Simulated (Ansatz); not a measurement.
## MgO (Periclase, Fm-3m): Grüneisen parameters

Aim: how the phonons of MgO (Periclase, Fm-3m) shift with volume, and the thermal expansion that follows.

Calculated with Ansatz 0.2.0; DFT LDA, scalar-relativistic, plane waves, PAW; PAW set soft_1.

This is a report of a sequence of runs, with the program logs left out and the cost of each run kept.

The database entry behind the starting cell differs from other determinations of this structure, so it need not match the best structure at room temperature.

## Step 1: Starting point

The structure is cubic, space group Fm-3m (No. 225). Conventional cell: a = 4.161 Å, b = 4.161 Å, c = 4.161 Å, α = 90.00°, β = 90.00°, γ = 90.00°. Nearest to Mg lie 6 O at 2.08 Å. O has 6 Mg at 2.08 Å nearest. Farther neighbours, and contacts between anions beyond the nearest, are not listed.

## Step 2: Response at finite wavevector

Stability and thermal properties need the whole zone. Linear response on a 4×4×4 q mesh gives force constants as far as a supercell of that size would, and the tensors from the zone-centre run are typed in so that the long-range dipole term is interpolated apart.

The input, input.yaml:

```yaml
crystal:
  lattice:
    - [0.0, 2.0803324556, 2.0803324556]
    - [2.0803324556, 0.0, 2.0803324556]
    - [2.0803324556, 2.0803324556, 0.0]
  atoms:
    - { symbol: Mg, position: [0.0, 0.0, 0.0] }
    - { symbol: O, position: [0.5, 0.5, 0.5] }
kpoints:
  mp_grid: { grid: [8, 8, 8] }
hamiltonian:
  xc: lda
  pseudopotentials: { kind: paw, azcp: { folder: soft_1 }, xc_functional: pbe }
scf:
  occupations: { method: fixed }
output:
  eigenvalues: true
phonons:
  method: dfpt
  qmesh: [4, 4, 4]
  temperatures: { t_max: 1000, t_step: 50 }
  qpath:
    path:
      - [[0.0, 0.0, 0.0], [0.5, 0.0, 0.5], [0.625, 0.25, 0.625]]
      - [[0.375, 0.375, 0.75], [0.0, 0.0, 0.0], [0.5, 0.5, 0.5], [0.5, 0.25, 0.75], [0.5, 0.0, 0.5]]
    npoints: 10
  non_analytic_term:
    high_frequency_dielectric_tensor: [[3.1833, 0.0, 0.0], [0.0, 3.1833, 0.0], [0.0, 0.0, 3.1833]]
    born_effective_charges:
      - { species: Mg, tensor: [[1.968, 0.0, 0.0], [0.0, 1.968, 0.0], [0.0, 0.0, 1.968]] }
      - { species: O, tensor: [[-1.968, 0.0, 0.0], [0.0, -1.968, 0.0], [0.0, 0.0, -1.968]] }
    source: "zone-centre run at this cell"
```

On the command line:

```console
$ ansatz run input.yaml --threads 4 --pin off --max-ram 10240MiB --backend cpu --events-out ev --progress --plain --runs-dir out
```

Run time: 17 s. Hardware: 4 threads of Arm Neoverse V2, shared host; peak memory 0.54 GiB; 64 s of CPU time.

Numbers from this step:

| Property | Result |
| --- | --- |
| gap on the k-mesh | 5.029 eV |
| volume per atom | 9.003 Å³ |
| sum-rule residual before enforcement | 1.04e-5 eV/Å² |
| lowest frequency on the path | 0 cm⁻¹ |
| point group | m-3m |
| highest frequency on path, mesh or solved points | 714.4 cm⁻¹ |
| mean frequency | 402.9 cm⁻¹ |
| Debye temperature (second moment) | 778 K |
| logarithmic mean frequency | 384.5 cm⁻¹ |
| highest optical mode at the zone centre (no LO-TO term) | 407.1 cm⁻¹ |
| lowest optical zone-centre mode | 407.1 cm⁻¹ |
| lowest mode on the q mesh (acoustic modes at Γ apart) | 186.9 cm⁻¹ |
| zero-point energy per atom | 74.92 meV |
| heat capacity at 300 K | 18.31 J/(mol atoms K) |
| vibrational entropy at 300 K | 13.40 J/(mol atoms K) |

Frequencies (cm⁻¹) solved at each irreducible wavevector; negative means imaginary. Frequencies by wavevector, by row:

```csv
q in reciprocal lattice units,star,mode 1,mode 2,mode 3,mode 4,mode 5,mode 6
0 0 0,1,0,0,0,407.1,407.1,407.1
0 0 0.25,8,186.9,186.9,329.4,396.8,396.8,680.4
0 0 -0.5,4,283.4,283.4,369.2,369.2,550.9,574.4
0 0.25 0.25,6,218.4,218.4,334.1,431.2,431.2,624.2
0 0.25 -0.5,24,284.1,334.6,419.4,445.5,453.7,560.2
0 0.25 -0.25,12,273.8,323.1,378.4,418.7,467.7,591.3
0 -0.5 -0.5,3,291.8,291.8,431,456.2,456.2,552.7
0.25 -0.5 -0.25,6,352.1,380.7,380.7,448,505.6,505.6
```

Symmetry leaves 8 wavevectors to solve. The lowest mode among them, the acoustic zeros apart, lies at q = (0, 0, 0.25) and is real, 187 cm⁻¹.

## Step 3: Relaxing at another volume, volume ratio 0.97

The volume is scaled by 0.97 and held; symmetry leaves nothing to relax, so this is a single point. The modes can then be followed against volume.

input.yaml, the sections that differ from step 2:

```yaml
crystal:
  lattice:
    - [0.0, 2.0593175597, 2.0593175597]
    - [2.0593175597, 0.0, 2.0593175597]
    - [2.0593175597, 2.0593175597, 0.0]
  atoms:
    - { symbol: Mg, position: [0.0, 0.0, 0.0] }
    - { symbol: O, position: [0.5, 0.5, 0.5] }
output:
  forces: true
  stress: true
  eigenvalues: true
# kpoints, hamiltonian, scf: as in step 2
# phonons: removed
```

It took 0.23 s on 4 threads; peak memory 0.25 GiB; 0.52 s of CPU time.

Numbers from this step:

```
pressure           : 5.567 GPa
gap on the k-mesh  : 5.345 eV
volume per atom    : 8.733 Å³
direct gap on mesh : 5.345 eV
```

At this level the gap is 5.35 eV on the k-mesh of the self-consistent run, which can miss the band edges.

## Step 4: Phonons at the other volume, volume ratio 0.97

The phonons are repeated at this volume on the same meshes, so that differences come from the volume alone.

input.yaml, the sections that differ from step 3:

```yaml
output:
  eigenvalues: true
phonons:
  method: dfpt
  dielectric: true
  rigid_motions: translations
  qmesh: [4, 4, 4]
  temperatures: { t_max: 1000, t_step: 50 }
  qpath:
    path:
      - [[0.0, 0.0, 0.0], [0.5, 0.0, 0.5], [0.625, 0.25, 0.625]]
      - [[0.375, 0.375, 0.75], [0.0, 0.0, 0.0], [0.5, 0.5, 0.5], [0.5, 0.25, 0.75], [0.5, 0.0, 0.5]]
    npoints: 10
# crystal, kpoints, hamiltonian, scf: as in step 3
```

Run time: 18 s. Hardware: 4 threads; peak memory 0.58 GiB.

Numbers from this step:

```
sum-rule residual before enforcement                    : 2.40e-4 eV/Å²
miss of the charge sum rule                             : 0.001267 e
estimated error of the dielectric tensor                : 0.006873
estimated error of the Born charges                     : 0.01137 e
highest frequency on path, mesh or solved points        : 737.7 cm⁻¹
mean frequency                                          : 421.6 cm⁻¹
Debye temperature (second moment)                       : 814 K
logarithmic mean frequency                              : 402.5 cm⁻¹
highest optical mode at the zone centre (no LO-TO term) : 436.2 cm⁻¹
lowest optical zone-centre mode                         : 436.2 cm⁻¹
mean high-frequency dielectric constant                 : 3.152
largest Born charge (third of the trace)                : 1.955 e
mean static dielectric constant                         : 9.017
top of the zone-centre spectrum with the field          : 737.7 cm⁻¹
lowest mode on the q mesh (acoustic modes at Γ apart)   : 197.6 cm⁻¹
zero-point energy per atom                              : 78.4 meV
```

Frequencies (cm⁻¹) solved at each irreducible wavevector; negative means imaginary. Frequencies by wavevector, by row:

```csv
q in reciprocal lattice units,star,mode 1,mode 2,mode 3,mode 4,mode 5,mode 6
0 0 0,1,0,0,0,436.2,436.2,436.2
0 0 0.25,8,197.6,197.6,340.3,423.6,423.6,702.7
0 0 -0.5,4,301.4,301.4,391.6,391.6,566.9,595.3
0 0.25 0.25,6,221.6,221.6,356.8,460.8,460.8,641.6
0 0.25 -0.5,24,294.2,349.5,446.5,461,479.9,580.3
0 0.25 -0.25,12,293.5,330.3,399.7,438.1,496.2,609.6
0 -0.5 -0.5,3,297.3,297.3,449.1,485.6,485.6,575
0.25 -0.5 -0.25,6,368.9,392.7,392.7,469.3,531.6,531.6
```

The highest optical mode at the zone centre (no LO-TO term) is 436.2 cm⁻¹, +29.1 cm⁻¹ against the base run.

## Step 5: Relaxing at another volume, volume ratio 1.03

The volume is scaled by 1.03 and held; symmetry leaves nothing to relax, so this is a single point. The modes can then be followed against volume.

input.yaml, the sections that differ from step 4:

```yaml
crystal:
  lattice:
    - [0.0, 2.1009311463, 2.1009311463]
    - [2.1009311463, 0.0, 2.1009311463]
    - [2.1009311463, 2.1009311463, 0.0]
  atoms:
    - { symbol: Mg, position: [0.0, 0.0, 0.0] }
    - { symbol: O, position: [0.5, 0.5, 0.5] }
output:
  forces: true
  stress: true
  eigenvalues: true
# kpoints, hamiltonian, scf: as in step 4
# phonons: removed
```

It took 0.26 s on 4 threads; peak memory 0.25 GiB.

Read from the output:

```
pressure           : -4.800 GPa
gap on the k-mesh  : 4.733 eV
volume per atom    : 9.273 Å³
direct gap on mesh : 4.733 eV
```

The run ends at a pressure of -4.80 GPa.

## Step 6: Phonons at the other volume, volume ratio 1.03

input.yaml, the sections that differ from step 5:

```yaml
output:
  eigenvalues: true
phonons:
  method: dfpt
  dielectric: true
  rigid_motions: translations
  qmesh: [4, 4, 4]
  temperatures: { t_max: 1000, t_step: 50 }
  qpath:
    path:
      - [[0.0, 0.0, 0.0], [0.5, 0.0, 0.5], [0.625, 0.25, 0.625]]
      - [[0.375, 0.375, 0.75], [0.0, 0.0, 0.0], [0.5, 0.5, 0.5], [0.5, 0.25, 0.75], [0.5, 0.0, 0.5]]
    npoints: 10
# crystal, kpoints, hamiltonian, scf: as in step 5
```

Elapsed: 20 s, on 4 threads; peak memory 0.58 GiB.

Read from the output:

```
sum-rule residual before enforcement                    : 3.74e-5 eV/Å²
miss of the charge sum rule                             : 6.29e-4 e
estimated error of the dielectric tensor                : 0.006925
estimated error of the Born charges                     : 0.01087 e
highest frequency on path, mesh or solved points        : 692.1 cm⁻¹
mean frequency                                          : 385 cm⁻¹
Debye temperature (second moment)                       : 745 K
logarithmic mean frequency                              : 367.2 cm⁻¹
highest optical mode at the zone centre (no LO-TO term) : 379.0 cm⁻¹
lowest optical zone-centre mode                         : 379.0 cm⁻¹
mean high-frequency dielectric constant                 : 3.216
largest Born charge (third of the trace)                : 1.981 e
mean static dielectric constant                         : 10.72
top of the zone-centre spectrum with the field          : 692.1 cm⁻¹
lowest mode on the q mesh (acoustic modes at Γ apart)   : 176.7 cm⁻¹
zero-point energy per atom                              : 71.6 meV
```

The highest optical mode at the zone centre (no LO-TO term) is 379.0 cm⁻¹, -28.0 cm⁻¹ against the base run.

## Step 7: Grüneisen parameters

The Grüneisen parameter of a mode is minus the logarithmic change of its frequency with volume, −d ln ω / d ln V; weighted by heat capacity it gives the expansion.

This step gave:

- bulk modulus: 172.7 GPa

The phonon branches at the labelled points (cm⁻¹):

```csv
point,branch 1,branch 2,branch 3,branch 4,branch 5,branch 6
Γ,0,0,0,407,407,714
halfway,218,218,334,431,431,624
X,292,292,431,456,456,553
halfway,294,324,425,448,469,546
U,299,390,406,425,497,528
jump to K,299,390,406,425,497,528
halfway,220,258,357,381,441,644
Γ,0,0,0,407,407,714
halfway,187,187,329,397,397,680
L,283,283,369,369,551,574
halfway,300,334,400,448,484,551
W,352,381,381,448,506,506
halfway,322,324,419,454,470,540
X,292,292,431,456,456,553
```

The same for volume x 0.97:

```csv
point,branch 1,branch 2,branch 3,branch 4,branch 5,branch 6
Γ,0,0,0,436,436,738
X,297,297,449,486,486,575
U,310,403,421,452,521,552
K,310,403,421,452,521,552
Γ,0,0,0,436,436,738
L,301,301,392,392,567,595
W,369,393,393,469,532,532
X,297,297,449,486,486,575
```

The same for volume x 1.03:

```csv
point,branch 1,branch 2,branch 3,branch 4,branch 5,branch 6
Γ,0,0,0,379,379,692
X,286,286,411,429,429,534
U,289,377,388,399,475,508
K,289,377,388,399,475,508
Γ,0,0,0,379,379,692
L,266,266,348,348,536,555
W,336,367,367,428,483,483
X,286,286,411,429,429,534
```

Mode Grueneisen parameter -dln(w)/dln(V), modes matched by rank; at Γ the acoustic branches take the value of a neighbouring point of the path. The mode Grüneisen parameters at the labelled points ():

```csv
point,branch 1,branch 2,branch 3,branch 4,branch 5,branch 6
Γ,0.39,0.39,2.20,2.34,2.34,1.06
halfway,0.50,0.50,2.21,2.24,2.24,0.90
X,0.66,0.66,1.48,2.08,2.08,1.24
halfway,0.79,0.82,1.44,2.08,1.92,1.27
U,1.16,1.13,1.33,2.05,1.54,1.40
jump to K,1.16,1.13,1.33,2.05,1.54,1.40
halfway,2.59,0.53,1.44,2.02,2.18,1.02
Γ,2.52,0.39,1.33,2.34,2.34,1.06
halfway,1.86,1.86,1.07,2.21,2.21,1.06
L,2.07,2.07,1.97,1.97,0.94,1.17
halfway,1.75,1.43,1.95,1.97,0.83,1.26
W,1.55,1.13,1.13,1.53,1.60,1.60
halfway,1.05,0.81,1.40,1.86,1.96,1.32
X,0.66,0.66,1.48,2.08,2.08,1.24
```

(dS/dlnV)/C_V. Table of thermodynamic Grueneisen parameter by temperature:

```csv
temperature (K),thermodynamic Grueneisen parameter
50,1.42
100,1.50
150,1.53
200,1.54
250,1.54
300,1.54
350,1.54
400,1.53
450,1.53
500,1.53
550,1.53
600,1.53
650,1.53
700,1.53
750,1.53
800,1.53
850,1.53
900,1.53
950,1.53
1000,1.53
```

Gamma C_V/(B V) at the static volume. Volume expansion against temperature:

```csv
temperature (K),volume expansion (1e-6/K)
50,0.62
100,6.17
150,14.6
200,21.7
250,26.6
300,30.1
350,32.4
400,34.1
450,35.4
500,36.3
550,37.0
600,37.6
650,38.0
700,38.4
750,38.6
800,38.9
850,39.1
900,39.2
950,39.4
1000,39.5
```

## Step 8: What came out

| Item | Value |
| --- | --- |
| bulk modulus | 173 GPa |
| gap deformation potential | -10.2 eV |
| thermodynamic Grüneisen parameter at 300 K | 1.537 |
| volume expansion at 300 K, estimated | 30.05 × 10⁻⁶ K⁻¹ |

In words: By this estimate the volume grows by 30.1 × 10⁻⁶ per kelvin at 300 K. The highest optical mode at Γ goes from 436 to 379 cm⁻¹ as the cell grows, a Grüneisen parameter of 2.34. Mode parameters on the path run from 0.38 to 2.6, with a median of 1.5. Branches are matched by rank, so values near crossings are rough. The expansion is the Grüneisen estimate at the static volume, with the static bulk modulus. The PAW files were made for PBE and serve the other functionals too.

[Long decimals in the printed logs are rounded to 6 places.]

[Logs are printed without paths, hosts, clocks, repeated set-up lines and the standing remarks that a program may print on its own settings, such as how far it seeks lower states.]

[Hosts, paths, dates, database ids (printed as entryN), source tags and the programs' standing remarks are cut or masked in the printed files.]

[Where the starting crystal was built by hand or by swapping elements, it need not be the compound's stable phase.]
